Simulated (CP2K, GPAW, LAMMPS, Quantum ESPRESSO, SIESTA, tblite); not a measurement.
# Glassy 29TiO2-71Al2O3 (mol %) (137 atoms) in CP2K, part 2 of 2

Wanted: CP2K inputs and outputs for glassy 29TiO2-71Al2O3 (mol %) (137 atoms), checked against a plane-wave reference.

Program: CP2K 2026.2; the method stands at each step. Banners, paths, timers and routine set-up lines are dropped from the logs unmarked, and long logs keep their key lines alone; longer cuts are marked.

So far. Step 2 (PBE, SZV-MOLOPT-SR, 800/50 Ry, OT CG): Forces lie 36 % from the reference's, at 0.32 times its CPU time (on 2 against 4 cores); the SCF took 78 steps, which the time reflects.

### Step 3. PBE, DZVP-UZH, 280/50 Ry, OT CG

Method: Kohn-Sham DFT, PBE, GTH-PBE pseudopotentials, Gaussian and plane waves, DZVP-MOLOPT (UZH set), orbital transformation.

input.inp

```
&GLOBAL
  PROJECT cell
  RUN_TYPE ENERGY_FORCE
  PRINT_LEVEL LOW
&END GLOBAL
&FORCE_EVAL
  METHOD QS
  STRESS_TENSOR ANALYTICAL
  &DFT
    BASIS_SET_FILE_NAME BASIS_MOLOPT_UZH
    POTENTIAL_FILE_NAME POTENTIAL_UZH
    &MGRID
      CUTOFF 280
      REL_CUTOFF 50
    &END MGRID
    &QS
      EPS_DEFAULT 1.0E-12
    &END QS
    &SCF
      SCF_GUESS ATOMIC
      EPS_SCF 1.0E-06
      MAX_SCF 30
      &OT
        MINIMIZER CG
        PRECONDITIONER FULL_ALL
        ENERGY_GAP 0.001
      &END OT
      &OUTER_SCF
        EPS_SCF 1.0E-06
        MAX_SCF 8
      &END OUTER_SCF
      &PRINT
        &RESTART OFF
        &END RESTART
      &END PRINT
    &END SCF
    &XC
      &XC_FUNCTIONAL PBE
      &END XC_FUNCTIONAL
    &END XC
    &PRINT
      &MULLIKEN ON
      &END MULLIKEN
      &HIRSHFELD ON
        SHAPE_FUNCTION DENSITY
      &END HIRSHFELD
      &MO_CUBES
        NHOMO 1
        NLUMO 4
        WRITE_CUBE F
      &END MO_CUBES
    &END PRINT
  &END DFT
  &SUBSYS
    &CELL
      A 11.33646 0.00000 0.00000
      B 0.00000 11.33646 0.00000
      C 0.00000 0.00000 11.33646
    &END CELL
    &COORD
      SCALED
[... 137 atom lines left out: the same atoms as in the first run ...]
    &END COORD
    &KIND Ti
      BASIS_SET DZVP-MOLOPT-PBE-GTH-q12
      POTENTIAL GTH-PBE-q12
    &END KIND
    &KIND Al
      BASIS_SET DZVP-MOLOPT-PBE-GTH-q3
      POTENTIAL GTH-PBE-q3
    &END KIND
    &KIND O
      BASIS_SET DZVP-MOLOPT-PBE-GTH-q6
      POTENTIAL GTH-PBE-q6
    &END KIND
  &END SUBSYS
  &PRINT
    &FORCES ON
    &END FORCES
    &STRESS_TENSOR ON
    &END STRESS_TENSOR
  &END PRINT
&END FORCE_EVAL
```

Command:

```
> OMP_NUM_THREADS=1 mpirun -np 4 cp2k.psmp -i input.inp > output.txt
```

Numbers of over 12 decimals in the logs are rounded to 6 here.

The program printed:

```text
CP2K| version string:                                       CP2K version 2026.2
 CP2K| Input file name                                                 input.inp
 GLOBAL| Basis set file name                                    BASIS_MOLOPT_UZH
 GLOBAL| Potential file name                                       POTENTIAL_UZH
 GLOBAL| Run type                                                   ENERGY_FORCE
 GLOBAL| Total number of message passing processes                             4
 GLOBAL| Number of threads for this process                                    1
 TOTAL NUMBERS AND MAXIMUM NUMBERS
  Total number of            - Atomic kinds:                                   3
                             - Atoms:                                        137
[... lines left out ...]
 Number of electrons:                                                        744
[... lines left out ...]
  Step     Update method      Time    Convergence         Total energy    Change
[... lines left out ...]
  Total energy:                                             -1968.522666
[... lines left out ...]
  Step     Update method      Time    Convergence         Total energy    Change
[... lines left out ...]
  *** SCF run converged in     5 steps ***
[... lines left out ...]
  Total energy:                                             -1968.523433
[... lines left out ...]
  outer SCF loop converged in   2 iterations or   68 steps
[... lines left out ...]
  Total Charge                                                            0.000
 !-----------------------------------------------------------------------------!
  Eigenvalues of the occupied subspace spin            1
      -1.93159783     -1.91738743     -1.90351496     -1.89987950
      -1.88465975     -1.88160469     -1.87977277     -1.87617042
      -1.87475411     -1.06062744     -1.06003571     -1.05802137
[...]
0.17969078      0.18168661      0.18574175      0.18875222
 Fermi Energy [eV] :    5.136209
  Using OT eigensolver for additional unoccupied orbitals spin            1
  Lowest Eigenvalues of the unoccupied subspace spin            1
 OT| Eigensolver reached convergence in 269 iterations
       0.25996228      0.26168607      0.26687676      0.27848690
 HOMO - LUMO gap [eV] :    1.937724
 ENERGY| Total FORCE_EVAL ( QS ) energy [hartree]          -1968.523433
 FORCES| Atomic forces [hartree/bohr]
 FORCES|   Atom     x               y               z               |f|
 FORCES|      1 -1.49685258E-02 -1.95148308E-02  5.74026213E-04   2.46011157E-02
 FORCES|      2  6.21614445E-03 -2.29450451E-02 -1.11578060E-02   2.62604680E-02
 FORCES|      3  1.72203979E-02  6.47115574E-03  4.04706997E-03   1.88360489E-02
[...]
FORCES|    136  8.07195742E-03 -2.52578071E-04  4.96740279E-02   5.03262291E-02
 FORCES|    137 -8.69174150E-03  5.99798086E-03  4.47851194E-02   4.60133574E-02
 FORCES| Sum     8.16794293E-03  3.65330258E-02  9.22342800E-03
 FORCES| Total atomic force                                       3.85544925E-02
 STRESS| Analytical stress tensor [bar]
 STRESS|                        x                   y                   z
 STRESS|      x        1.22203790520E+05  -4.72308346725E+03  -1.33193831436E+04
 STRESS|      y       -4.72308346725E+03   1.13066481183E+05  -2.68505624160E+03
 STRESS|      z       -1.33193831436E+04  -2.68505624160E+03   1.12617122492E+05
 STRESS| 1/3 Trace                                             1.15962464732E+05
```

Wall time 12 min (4 MPI ranks of Arm Neoverse N1, shared host); peak memory 2.9 GiB.

Compared with the plane-wave run:

```yaml
r_m_s_force_component: 1.09 eV/Å
r_m_s_difference_of_force_components: 145.8 meV/Å
longest_difference_of_force_vectors: 594.4 meV/Å
force_difference_over_r_m_s_force: 12.98 %
slope_of_forces_against_the_reference_s: 0.9625
correlation_of_force_components: 0.9918
spacing_of_highest_filled_and_lowest_empty_level: 1.938 eV
gap_difference: -0.0735 eV
pressure: 11.6 GPa
pressure_difference: -0.4751 GPa
```

This is a coarse setting, run to see what it loses.

Against the first run (36 %), the force difference from the reference is 13 %, at 1.9 times the CPU time (on 4 against 2 cores).

The forces add up to 2.0 eV/Å instead of zero, usually a sign of too coarse a grid.

### Step 4. The ladder

Differences are against the plane-wave reference, forces as r.m.s. over components; share is that over the reference's r.m.s. force, slope the least-squares factor from reference forces to these. Total energies of different programs have different zeros and aren't compared.

| run | Δ force, r.m.s. (meV/Å) | share (%) | slope | Δ pressure (GPa) | Δ gap (eV) | cores | CPU time | memory (GiB) |
| --- | --- | --- | --- | --- | --- | --- | --- | --- |
| reference | - | - | - | - | - | 4 | 79 min | 5.9 |
| CP2K PBE, SZV-MOLOPT-SR, 800/50 Ry, OT CG (coarse) | 401 | 35.7 | 1.118 | 14.2 | -0.543 | 2 | 25 min | 3.0 |
| CP2K PBE, DZVP-UZH, 280/50 Ry, OT CG (coarse) | 146 | 13.0 | 0.963 | -0.475 | -0.0735 | 4 | 48 min | 2.9 |

Rows marked coarse were listed beforehand as settings not expected to be converged; some can still land near the reference.

CPU time is summed over cores on a shared host, where runs went side by side, so it is rough. Symmetry, cutoffs, thresholds, outputs and thread counts weren't matched or tuned between programs; memory under MPI is the largest rank's times the ranks.

Further runs of this program without a result: CP2K PBE, SZV-MOLOPT-SR, 800/50 Ry, SIGN filter 1e-04, SCF 1e-05 (cut off at its time limit); CP2K PBE, SZV-MOLOPT-SR, 800/50 Ry, SIGN filter 1e-03, SCF 1e-04 (cut off at its time limit); CP2K PBE, SZV-MOLOPT-SR, 800/50 Ry, SIGN filter 1e-07, SCF 1e-07 (cut off at its time limit).

### Step 5. Summary of results

```
nearest in forces : CP2K PBE, DZVP-UZH, 280/50 Ry, OT CG (coarse), 13 %
its CPU time      : 48 min
```

CP2K PBE, SZV-MOLOPT-SR, 800/50 Ry, OT CG needed 78 SCF steps, so its time overstates the method's usual cost. Runs with settings chosen to be coarse differ by 13 % (CP2K PBE, DZVP-UZH, 280/50 Ry, OT CG) to 36 % (CP2K PBE, SZV-MOLOPT-SR, 800/50 Ry, OT CG), their programs' other errors included. One electronic-structure run takes under half the reference's CPU time: CP2K PBE, SZV-MOLOPT-SR, 800/50 Ry, OT CG, at 36 % in 25 min against 79 min; its pressure misses by +14.2 GPa. At the same functional, gaps differ from the reference's 2.01 eV by between -0.54 and -0.07 eV. In pressure, CP2K PBE, SZV-MOLOPT-SR, 800/50 Ry, OT CG misses by +14.2 GPa, at the same functional. The reference's pressure holds the uncorrected Pulay stress of its 60 Ry basis, so small pressure differences, and their order, may be the reference's own error. The quench rate of 300 K/ps is many orders above laboratory rates, so the cell is likely richer in defects and strain than a real sample. The network of bonds at the start is that of the classical potential that made the cell, and needn't be the one that DFT or experiment would give. The electronic-structure runs sample only Γ, in a cell whose shortest periodic width is 11 Å.

[Also dropped from logs without a mark: logging warnings of Python, and SIESTA's first energy breakdown and zero terms.]

[Logs are printed without paths, hosts, clocks, repeated set-up lines and the standing remarks that a program may print on its own settings, such as how far it seeks lower states.]

[Hosts, paths, dates, database ids (printed as entryN), source tags and the programs' standing remarks are cut or masked in the printed files.]
